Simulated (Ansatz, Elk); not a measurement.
**LaFeP: X-ray structure factors from the self-consistent density**

The structure of LaFeP used here is made up (a known structure type with other elements) and was relaxed beforehand with PBEsol. The aim is the Fourier transform of its all-electron density, F(hkl), set beside the sum over free spherical atoms that refinements use.

Program: Elk 11.2.3 (patched build). Level of theory: DFT, PBE, all-electron APW+lo, Dirac cores, scalar-relativistic bands, static density, no spin. Results are calculated unless marked as measured.

The structure was built from a prototype and need not be the compound's stable phase.

### 1. The starting structure

It takes space group P4/nmm (No. 129, tetragonal). Conventional cell: a = 3.785 Å, b = 3.785 Å, c = 8.236 Å, α = 90.00°, β = 90.00°, γ = 90.00°. La has 5 P at 2.97 to 3.55 Å and 4 Fe at 3.07 Å nearest. Nearest to Fe lie 4 P at 2.21 Å and 4 Fe at 2.68 Å and 4 La at 3.07 Å. Nearest to P lie 4 Fe at 2.21 Å and 5 La at 2.97 to 3.55 Å and 4 P at 3.51 Å. Farther neighbours are not listed.

As a file:

```cif
data_structure
_symmetry_space_group_name_H-M 'P4/nmm:1'
_symmetry_Int_Tables_number 129
_cell_length_a 3.7855
_cell_length_b 3.7855
_cell_length_c 8.2361
_cell_angle_alpha 90.000
_cell_angle_beta 90.000
_cell_angle_gamma 90.000
_cell_volume 118.02
loop_
_atom_site_label
_atom_site_type_symbol
_atom_site_symmetry_multiplicity
_atom_site_Wyckoff_symbol
_atom_site_fract_x
_atom_site_fract_y
_atom_site_fract_z
_atom_site_occupancy
La1 La 2 c 0.00000 0.50000 0.29384 1
Fe1 Fe 2 a 0.50000 0.50000 0.00000 1
P1 P 2 c 0.00000 0.50000 0.86227 1
```

### 2. Ground state and structure factors

An all-electron density is needed, since X-rays see the cores too. Task 0 finds the density and task 195 Fourier-transforms it; tshift is off so that phases refer to the origin typed.

elk.in reads:

```
tasks
  0
  195

xctype
  20

spinpol
  .false.

rgkmax
  7.0

gmaxvr
  14.0

lmaxo
  7

lmaxapw
  8

swidth
  0.002

tshift
  .false.

ramdisk
  .false.

hmaxvr
  5.5

maxscl
  120

epspot
  1e-06

sppath
  './'

avec
  7.15347623036 -0.00000000000 0.00000000000
  0.00000000000 7.15347623036 -0.00000000000
  0.00000000000 -0.00000000000 15.56403518571

atoms
  3
  'La.in'
  2
  -0.0000000000 0.5000000000 0.2938361393   0.000000 0.000000 0.000000
  0.5000000000 -0.0000000000 0.7061638607   0.000000 0.000000 0.000000
  'Fe.in'
  2
  0.5000000000 0.5000000000 0.0000000000   0.000000 0.000000 0.000000
  0.0000000000 0.0000000000 -0.0000000000   0.000000 0.000000 0.000000
  'P.in'
  2
  0.0000000000 0.5000000000 0.8622711292   0.000000 0.000000 0.000000
  0.5000000000 0.0000000000 0.1377288708   0.000000 0.000000 0.000000

ngridk
  6 6 3
```

On the command line:

```
OMP_NUM_THREADS=4 elk
```

Numbers of over 12 decimals in the logs are rounded to 6 here.

What it wrote:

```text
┌─────────────────────────┐
│ Elk code version 11.2.3 │
└─────────────────────────┘

All units are atomic (Hartree, Bohr, etc.)

┌─────────────────────────────────────────────────┐
│ Ground-state run starting from atomic densities │
└─────────────────────────────────────────────────┘

Lattice vectors :
   7.153476230      -0.000000000       0.000000000
   0.000000000       7.153476230      -0.000000000
   0.000000000      -0.000000000       15.56403519

Reciprocal lattice vectors :
  0.8783401391      -0.000000000      -0.000000000
   0.000000000      0.8783401391       0.000000000
   0.000000000       0.000000000      0.4036989914

Unit cell volume      :    796.4462665
Brillouin zone volume :   0.3114462631

Muffin-tin inner radius fraction :   0.1000000000E-01

Nuclei treated as point charges

Species : 1 (La)
 parameters loaded from : La.in
 name : lanthanum
 nuclear charge    :   -57.00000000
 electronic charge :    57.00000000
 atomic mass :    253209.2366
 muffin-tin radius :    2.800000000
 number of radial points in muffin-tin :   1393
 inner part over the whole radius :   0.9924947902E-02
 number on inner part of muffin-tin    :    996
 approximate nuclear radius :   0.9226798129E-04
 number of mesh points to nuclear radius :    505
 atomic positions (lattice), magnetic fields (Cartesian) :
  1 :   0.00000000  0.50000000  0.29383614    0.00000000  0.00000000  0.00000000
  2 :   0.50000000  0.00000000 -0.29383614    0.00000000  0.00000000  0.00000000

Species : 2 (Fe)
 parameters loaded from : Fe.in
 name : iron
 nuclear charge    :   -26.00000000
 electronic charge :    26.00000000
 atomic mass :    101799.2075
 muffin-tin radius :    2.149518257
 number of radial points in muffin-tin :    993
 inner part over the whole radius :   0.9908838218E-02
 number on inner part of muffin-tin    :    698
 approximate nuclear radius :   0.7160107270E-04
 number of mesh points to nuclear radius :    334
 atomic positions (lattice), magnetic fields (Cartesian) :
  1 :   0.50000000  0.50000000  0.00000000    0.00000000  0.00000000  0.00000000
  2 :   0.00000000  0.00000000  0.00000000    0.00000000  0.00000000  0.00000000

Species : 3 (P)
 parameters loaded from : P.in
 name : phosphorus
 nuclear charge    :   -15.00000000
 electronic charge :    15.00000000
 atomic mass :    56461.71230
 muffin-tin radius :    1.970391736
 number of radial points in muffin-tin :    793
 inner part over the whole radius :   0.9937459830E-02
 number on inner part of muffin-tin    :    552
 approximate nuclear radius :   0.6081821256E-04
 number of mesh points to nuclear radius :    250
 atomic positions (lattice), magnetic fields (Cartesian) :
  1 :   0.00000000  0.50000000 -0.13772887    0.00000000  0.00000000  0.00000000
  2 :   0.50000000  0.00000000  0.13772887    0.00000000  0.00000000  0.00000000

Total number of atoms per unit cell :    6
Total muffin-tin volume :    331.1961701
 ratio of muffin-tin to unit cell volume :   0.4158424541

Spin treatment :
 spin-unpolarised

Number of Bravais lattice symmetries :   16
Number of crystal symmetries         :   16
Crystal has no inversion symmetry
Complex Hermitian eigensolver will be used

k-point grid :      6     6     3
k-point offset :    0.000000000       0.000000000       0.000000000
k-point set is reduced with full crystal symmetry group
Total number of k-points :       20

Muffin-tin radius times maximum |G+k| :    7.000000000
 using average radius
Maximum |G+k| for APW functions       :    3.034721553
Maximum (1/2)|G+k|²                   :    4.604767452
Maximum |G| for potential and density :    14.00000000
Constant for pseudocharge density :   10
 order of it for each species :   17  17  17
 order of it for pair densities of each species (exact exchange by exxq0 0: 18) :   14   8   5
Radial integration step length :    1

G-vector grid sizes :     32    32    70
Number of G-vectors :    36845

Maximum angular momentum used for
 APW functions            :    8
 outer part of muffin-tin :    7
[...]
correlation                 :     -9.982166
 electron entropic           :    -0.17202434478906E-02
 total energy                :     -20229.177746332

Density of states at Fermi energy :    129.3381929
 (states/Hartree/unit cell)

Estimated indirect band gap :   0.2005631649E-03
 from k-point 20 to k-point 18
Estimated direct band gap   :   0.3779828150E-02
 at k-point 5

Charges :
 core                        :    132.0000000
 valence                     :    64.00000000
 interstitial                :    10.27341117
 muffin-tins (core leakage)
  species : 1 (La)
[...]
species : 2 (Fe)
[...]
species : 3 (P)
[...]
total in muffin-tins        :    185.7265888
 total calculated charge     :    195.9971463
 total charge                :    196.0000000
 error                       :   0.2853687658E-02

RMS change in Kohn-Sham potential (target) :   0.6074378618     (  0.1000000000E-05)
Absolute change in total energy (target)   :   0.2864151377     (  0.1000000000E-03)

[... loops 3 to 18 left out ...]

┌──────────────────┐
│ Loop number : 19 │
└──────────────────┘

Energies :
 Fermi                       :     0.351232
 sum of occupied eigenvalues :     -12326.336855123
 electron kinetic            :      21454.770824632
 core electron kinetic       :      21047.827873144
 Coulomb                     :     -41113.184006383
 Coulomb potential           :     -33042.263592241
 nuclear-nuclear             :     -1950.6480400476
 electron-nuclear            :     -45325.253960333
 Hartree                     :      6162.7179939978
 Madelung                    :     -24592.052210262
 xc potential                :     -738.84408751306
 exchange                    :     -556.91816585908
 correlation                 :     -9.968787
 electron entropic           :    -0.78212249350980E-03
 total energy                :     -20225.300916848

Density of states at Fermi energy :    56.75735629
 (states/Hartree/unit cell)

Estimated indirect band gap :   0.7504506389E-03
 from k-point 5 to k-point 2
Estimated direct band gap   :   0.6720633707E-02
 at k-point 2

Charges :
 core                        :    132.0000000
 valence                     :    64.00000000
 interstitial                :    11.43539335
 muffin-tins (core leakage)
  species : 1 (La)
[...]
species : 2 (Fe)
[...]
species : 3 (P)
[...]
total in muffin-tins        :    184.5646066
 total calculated charge     :    195.9971078
 total charge                :    196.0000000
 error                       :   0.2892227995E-02

RMS change in Kohn-Sham potential (target) :   0.3081438924E-06 (  0.1000000000E-05)
Absolute change in total energy (target)   :   0.3619074778E-04 (  0.1000000000E-03)

Convergence targets achieved

┌──────────────────┐
│ Loop number : 20 │
└──────────────────┘

Energies :
 Fermi                       :     0.351232
 sum of occupied eigenvalues :     -12326.336893760
 electron kinetic            :      21454.770776727
 core electron kinetic       :      21047.827838175
 Coulomb                     :     -41113.183989796
 Coulomb potential           :     -33042.263598975
 nuclear-nuclear             :     -1950.6480400476
 electron-nuclear            :     -45325.253924044
 Hartree                     :      6162.7179742961
 Madelung                    :     -24592.052190308
 xc potential                :     -738.84407151261
 exchange                    :     -556.91816477312
 correlation                 :     -9.968787
 electron entropic           :    -0.78212490753109E-03
 total energy                :     -20225.300947042

Density of states at Fermi energy :    56.75753554
 (states/Hartree/unit cell)

Estimated indirect band gap :   0.7504475773E-03
 from k-point 5 to k-point 2
Estimated direct band gap   :   0.6720595211E-02
 at k-point 2

Charges :
 core                        :    132.0000000
 valence                     :    64.00000000
 interstitial                :    11.43539368
 muffin-tins (core leakage)
  species : 1 (La)
[...]
species : 2 (Fe)
[...]
atom 2                    :    24.77068910     ( -0.2194853330E-06)
  species : 3 (P)
   atom 1                    :    12.81114077     (  0.1210456609E-02)
   atom 2                    :    12.81114077     (  0.1210456609E-02)
 total in muffin-tins        :    184.5646063
 total calculated charge     :    195.9971078
 total charge                :    196.0000000
 error                       :   0.2892228049E-02

┌──────────────────────────────┐
│ Self-consistent loop stopped │
└──────────────────────────────┘

Warning : core states of species 1 leak from the muffin-tin :   0.2210348742E-03

Warning : core states of species 3 leak from the muffin-tin :   0.1210456609E-02

Wrote STATE.OUT
```

The job ended after 54 s (4 threads of Arm Neoverse V1, shared host; peak memory 0.26 GiB; 2.5 min of CPU time).

SFACRHO.OUT:

```text

h k l indices transformed by vhmat matrix:
   1.000000000       0.000000000       0.000000000    
   0.000000000       1.000000000       0.000000000    
   0.000000000       0.000000000       1.000000000    

      h      k      l  multipl.   |H|            Re(F)            Im(F)           |F|

      0      0      0      1   0.0000000       196.00000      0.20407218E-16   196.00000    
      0      0     -1      2  0.40369899       39.175690      0.11052912E-13   39.175690    
      0      0      2      2  0.80739798      -44.283161     -0.35921965E-13   44.283161    
      1      0      0      4  0.87834014       0.0000000      0.97203284E-14  0.97203284E-14
      0      1      1      4  0.96667175      0.10362105E-13  -75.985968       75.985968    
      1      0      1      4  0.96667175     -0.13816140E-13   75.985968       75.985968    
      0      1     -2      4   1.1930519     -0.23314737E-13  -70.241170       70.241170    
      0      1      2      4   1.1930519     -0.21069614E-13   70.241170       70.241170    
      0      0     -3      2   1.2110970       91.021114     -0.60791018E-13   91.021114    
     -1      1      0      4   1.2421605      -72.408643      0.34544573E-14   72.408643    
      1      1      1      8   1.3061147       51.682969     -0.13816140E-14   51.682969    
     -1     -1     -2      8   1.4815041       115.97745     -0.30395509E-13   115.97745    
     -1      0      3      4   1.4960740      0.56646175E-13  -69.253906       69.253906    
      0     -1      3      4   1.4960740     -0.35921965E-13   69.253906       69.253906    
      0      0      4      2   1.6147960       57.090874      0.38685193E-13   57.090874    
      1      1      3      8   1.7348541      -9.8822564     -0.38685193E-13   9.8822564    
      2      0      0      4   1.7566803       136.14827     -0.16644172E-13   136.14827    
      0     -2      1      4   1.8024701       24.351889      -0.0000000       24.351889
```

Elk indexes on the primitive cell of elk.in and gives |H| = 4π sin θ/λ in inverse bohr. Below, one row stands for each form hkl of the conventional cell (m members, Friedel mates merged), F is for one primitive cell and the density is static (no thermal factor). Free-atom factors are Waasmaier and Kirfel's, and R is Σm||F|−|F'||/Σm|F|.

| hkl | m | sin θ/λ (Å⁻¹) | abs F, DFT | neutral atoms | diff. | abs of complex diff. |
| --- | --- | --- | --- | --- | --- | --- |
| 001 | 2 | 0.061 | 39.176 | 38.712 | +0.464 | 0.464 |
| 002 | 2 | 0.121 | 44.283 | 44.223 | +0.060 | 0.060 |
| 100 | 4 | 0.132 | 0.000 | 0.000 | +0.000 | 0.000 |
| 101 | 8 | 0.145 | 75.986 | 76.082 | -0.096 | 0.096 |
| 102 | 8 | 0.179 | 70.241 | 70.126 | +0.115 | 0.115 |
| 003 | 2 | 0.182 | 91.021 | 91.185 | -0.164 | 0.164 |
| 110 | 4 | 0.187 | 72.409 | 72.431 | -0.023 | 0.023 |
| 111 | 8 | 0.196 | 51.683 | 51.571 | +0.112 | 0.112 |
| 112 | 8 | 0.223 | 115.978 | 116.240 | -0.262 | 0.262 |
| 103 | 8 | 0.225 | 69.254 | 69.272 | -0.018 | 0.018 |
| 004 | 2 | 0.243 | 57.091 | 57.660 | -0.570 | 0.570 |
| 113 | 8 | 0.261 | 9.882 | 9.250 | +0.632 | 0.632 |
| 200 | 4 | 0.264 | 136.148 | 136.425 | -0.277 | 0.277 |
| 201 | 8 | 0.271 | 24.352 | 24.808 | -0.456 | 0.456 |
| 104 | 8 | 0.276 | 77.838 | 77.864 | -0.026 | 0.026 |
| 202 | 8 | 0.291 | 36.739 | 36.354 | +0.385 | 0.385 |
| 210 | 8 | 0.295 | 0.000 | 0.000 | +0.000 | 0.000 |
| 211 | 16 | 0.301 | 62.356 | 62.200 | +0.157 | 0.157 |

### 3. The highest occupied states alone

An energy window below the Fermi level keeps the highest occupied states, to see at which angles they scatter; shallow core shells can lie inside it and anion s states outside. No new self-consistency is needed.

Edit elk.in of step 2 so:

```diff
@@ -1,3 +1,2 @@
 tasks
-  0
   195
@@ -40,2 +39,5 @@
 
+wsfac
+  -0.200010 0.651230
+
 sppath
```

On the command line:

```
OMP_NUM_THREADS=4 elk
```

What it wrote:

```text
┌─────────────────────────────────┐
│ Elk code version 11.2.3 started │
└─────────────────────────────────┘

Info(readinput): the functional depends on the density's gradient
 muffin-tin radial points multiplied by    2.00000
 (not where nrmtscf is given)

┌────────────────────┐
│ Current task : 195 │
└────────────────────┘
Info(checkmt): changed muffin-tin radius of species 2 (Fe) from   2.4000 to   2.1495
Info(checkmt): changed muffin-tin radius of species 3 (P) from   2.2000 to   1.9704

Info(sfacrho): density structure factors written to SFACRHO.OUT

 Energy window :  -0.2000100000      0.6512300000

┌──────────────────┐
│ Elk code stopped │
└──────────────────┘
```

Elapsed: 18 s, on 4 threads; peak memory 0.17 GiB.

States within 15 eV below the Fermi level hold 32.00 electrons; any levels below the window count with the cores. Their amplitudes can exceed the total, where window and core parts have opposite phase:

| hkl | sin θ/λ (Å⁻¹) | abs F, window | abs F, all |
| --- | --- | --- | --- |
| 001 | 0.061 | 19.200 | 39.176 |
| 002 | 0.121 | 9.536 | 44.283 |
| 100 | 0.132 | 0.000 | 0.000 |
| 101 | 0.145 | 2.629 | 75.986 |
| 102 | 0.179 | 2.973 | 70.241 |
| 003 | 0.182 | 6.562 | 91.021 |
| 110 | 0.187 | 5.670 | 72.409 |
| 111 | 0.196 | 6.900 | 51.683 |
| 112 | 0.223 | 7.372 | 115.978 |
| 103 | 0.225 | 0.831 | 69.254 |

### 4. Another functional

The difference from free atoms is small, so it is set against the change that LDA (Perdew-Wang) makes.

Edit elk.in of step 3 so:

```diff
@@ -1,2 +1,3 @@
 tasks
+  0
   195
@@ -4,3 +5,3 @@
 xctype
-  20
+  3
 
@@ -39,5 +40,2 @@
 
-wsfac
-  -0.200010 0.651230
-
 sppath
```

On the command line:

```
OMP_NUM_THREADS=4 elk
```

What it wrote:

```text
┌─────────────────────────┐
│ Elk code version 11.2.3 │
└─────────────────────────┘

All units are atomic (Hartree, Bohr, etc.)

┌─────────────────────────────────────────────────┐
│ Ground-state run starting from atomic densities │
└─────────────────────────────────────────────────┘

Lattice vectors :
   7.153476230      -0.000000000       0.000000000
   0.000000000       7.153476230      -0.000000000
   0.000000000      -0.000000000       15.56403519

Reciprocal lattice vectors :
  0.8783401391      -0.000000000      -0.000000000
[...]
species : 3 (P)
   atom 1                    :    12.81428883     (  0.1230575890E-02)
   atom 2                    :    12.81428883     (  0.1230575890E-02)
 total in muffin-tins        :    184.6173576
 total calculated charge     :    195.9970654
 total charge                :    196.0000000
 error                       :   0.2934629903E-02

┌──────────────────────────────┐
│ Self-consistent loop stopped │
└──────────────────────────────┘

Warning : core states of species 1 leak from the muffin-tin :   0.2204187511E-03

Warning : core states of species 3 leak from the muffin-tin :   0.1230575890E-02

Wrote STATE.OUT
[key lines of the parts left out:]
total energy                :     -20205.917101352
```

Elapsed: 37 s, on 4 threads; peak memory 0.17 GiB; 1.8 min of CPU time.

Against the first run R = 0.04 %; the largest change is -0.056 at 330.

### 5. Basis size

A smaller basis shows how fast F responds to it; the change is likely larger than the basis error of the first run, but doesn't show convergence.

Edit elk.in of step 4 so:

```diff
@@ -5,3 +5,3 @@
 xctype
-  3
+  20
 
@@ -11,3 +11,3 @@
 rgkmax
-  7.0
+  5.5
```

On the command line:

```
OMP_NUM_THREADS=4 elk
```

What it wrote:

```text
┌─────────────────────────┐
│ Elk code version 11.2.3 │
└─────────────────────────┘

All units are atomic (Hartree, Bohr, etc.)

┌─────────────────────────────────────────────────┐
│ Ground-state run starting from atomic densities │
└─────────────────────────────────────────────────┘

Lattice vectors :
   7.153476230      -0.000000000       0.000000000
   0.000000000       7.153476230      -0.000000000
   0.000000000      -0.000000000       15.56403519

Reciprocal lattice vectors :
  0.8783401391      -0.000000000      -0.000000000
[...]
species : 3 (P)
   atom 1                    :    12.78950090     (  0.1205220004E-02)
   atom 2                    :    12.78950090     (  0.1205220004E-02)
 total in muffin-tins        :    184.2724317
 total calculated charge     :    195.9972197
 total charge                :    196.0000000
 error                       :   0.2780339722E-02

┌──────────────────────────────┐
│ Self-consistent loop stopped │
└──────────────────────────────┘

Warning : core states of species 1 leak from the muffin-tin :   0.2206369234E-03

Warning : core states of species 3 leak from the muffin-tin :   0.1205220004E-02

Wrote STATE.OUT
[key lines of the parts left out:]
total energy                :     -20225.083281538
```

It took 45 s on 4 threads; peak memory 0.25 GiB; 1.9 min of CPU time.

Against the first run R = 0.05 %; the largest change is +0.156 at 220.

### 6. Settings against the effect

| run | R against the first run (%) | R against neutral atoms, low angle (%) | wall time |
| --- | --- | --- | --- |
| PBE, rgkmax 7 | 0.00 | 0.37 | 54 s |
| LDA (Perdew-Wang) | 0.04 | 0.36 | 37 s |
| rgkmax 5.5 | 0.05 | 0.40 | 45 s |

### 7. What came out

```yaml
r_against_neutral_atoms_sin_theta_lambda_0p3_a_minus1: 0.37 %
r_against_neutral_atoms_0p3_to_0p72_a_minus1: 0.17 %
```

Independent neutral atoms miss the calculated amplitudes by R = 0.37 % below 0.3 Å⁻¹ and 0.17 % from there to 0.72 Å⁻¹; by shells, 0.23 % below 0.15 Å⁻¹ (3 forms), 0.39 % 0.15 to 0.3 (12 forms), 0.18 % 0.3 to 0.45 (28 forms), 0.17 % above 0.45 (98 forms). Bonding, aspherical density and the tables' own atoms all enter these figures, and the runs don't part them. The largest change of an amplitude is +0.63 electrons, at 113. The window's part falls from 32.0 electrons at the origin to at most 2.25 between 0.45 and 0.72 Å⁻¹, where compact states inside the window still scatter. Below 0.3 Å⁻¹ the changes that finished (LDA (Perdew-Wang) and rgkmax 5.5) move F by R = 0.07 % at most, against the 0.37 % that separates it from free atoms. The k-mesh has no finished test. These runs have no spin, though d or f shells may be open. Part of the difference isn't bonding: the tables are fits to free atoms and ions calculated by other methods than this functional. Thermal motion, anomalous dispersion and extinction are left out.

[Logs are printed without paths, hosts, clocks, repeated set-up lines and the standing remarks that a program may print on its own settings, such as how far it seeks lower states.]

[Hosts, paths, dates, database ids (printed as entryN), source tags and the programs' standing remarks are cut or masked in the printed files.]
